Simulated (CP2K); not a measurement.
Methyl vinyl ether has these distinct C atoms: C1 (bonded to C and 2 H), C2 (bonded to C, O and H) and C4 (bonded to O and 3 H).

```xyz
10

C     1.9098    0.0350   -0.4808
C     0.6957   -0.1517    0.0489
O    -0.4503    0.2863   -0.5663
C    -1.6461    0.1040    0.2082
H     2.0483    0.5601   -1.4242
H     2.7828   -0.3476    0.0411
H     0.5451   -0.6762    0.9978
H    -2.4796    0.4114   -0.4321
H    -1.6299    0.7309    1.1139
H    -1.7758   -0.9522    0.4934
```

Their partial C K spectra (CP2K XAS_TDP, all-electron GAPW, PBEh(45%), aug-cc-pVDZ, TDA, GW2X-corrected core level, no relativity) are given in random order, each times the number of alike atoms.

Gaussian full width 0.5 eV, oscillator strength per eV, alike atoms added, rows of zeros left out:

```csv
E (eV),curve 1,curve 2,curve 3
286.75,0.000,0.000,0.001
287.00,0.000,0.000,0.016
287.25,0.000,0.000,0.067
287.50,0.000,0.000,0.071
287.75,0.000,0.000,0.019
288.00,0.000,0.000,0.001
288.25,0.002,0.000,0.000
288.50,0.027,0.000,0.000
288.75,0.095,0.000,0.000
289.00,0.087,0.000,0.000
289.25,0.020,0.000,0.000
289.50,0.001,0.000,0.004
289.75,0.000,0.000,0.012
290.00,0.000,0.000,0.015
290.25,0.000,0.000,0.022
290.50,0.000,0.000,0.018
290.75,0.000,0.000,0.010
291.00,0.002,0.002,0.008
291.25,0.015,0.020,0.013
291.50,0.037,0.060,0.012
291.75,0.023,0.049,0.012
292.00,0.004,0.028,0.014
292.25,0.003,0.049,0.011
292.50,0.018,0.064,0.013
292.75,0.032,0.043,0.022
293.00,0.019,0.013,0.023
293.25,0.006,0.009,0.016
293.50,0.005,0.014,0.010
293.75,0.009,0.013,0.005
294.00,0.014,0.005,0.003
294.25,0.009,0.010,0.001
294.50,0.005,0.021,0.000
294.75,0.013,0.026,0.001
295.00,0.024,0.059,0.003
295.25,0.019,0.069,0.005
295.50,0.010,0.033,0.007
295.75,0.004,0.017,0.007
296.00,0.003,0.009,0.004
296.25,0.002,0.007,0.003
296.50,0.006,0.006,0.006
296.75,0.008,0.003,0.006
297.00,0.008,0.001,0.002
297.25,0.019,0.001,0.001
297.50,0.030,0.003,0.002
297.75,0.019,0.002,0.003
298.00,0.006,0.001,0.004
```

Q: Which curve belongs to which atom?

Curve 1: C2 (bonded to C, O and H), leading line at 288.86 eV (f = 0.058 an atom), ionisation energy 293.60 eV, term value 4.74 eV. Curve 2: C4 (bonded to O and 3 H), leading line at 291.58 eV (f = 0.034 an atom), ionisation energy 294.05 eV, term value 2.47 eV. Curve 3: C1 (bonded to C and 2 H), leading line at 287.38 eV (f = 0.044 an atom), ionisation energy 291.56 eV, term value 4.18 eV. The leading line of an atom is its first one with 35 % of the strongest within 2.5 eV of its lowest line over the strength cut. A line lies at the core ionisation energy, which rises as an atom loses charge to its neighbours or to a π system, less the term value, which is large for a low π* or σ* orbital with weight on that atom.

[Banner, clock and machine lines of the logs are left out without a mark of their own.]

[Logs are printed without paths, hosts, clocks, repeated set-up lines and the standing remarks that a program may print on its own settings, such as how far it seeks lower states.]

[Hosts, paths, dates, database ids (printed as entryN), source tags and the programs' standing remarks are cut or masked in the printed files.]
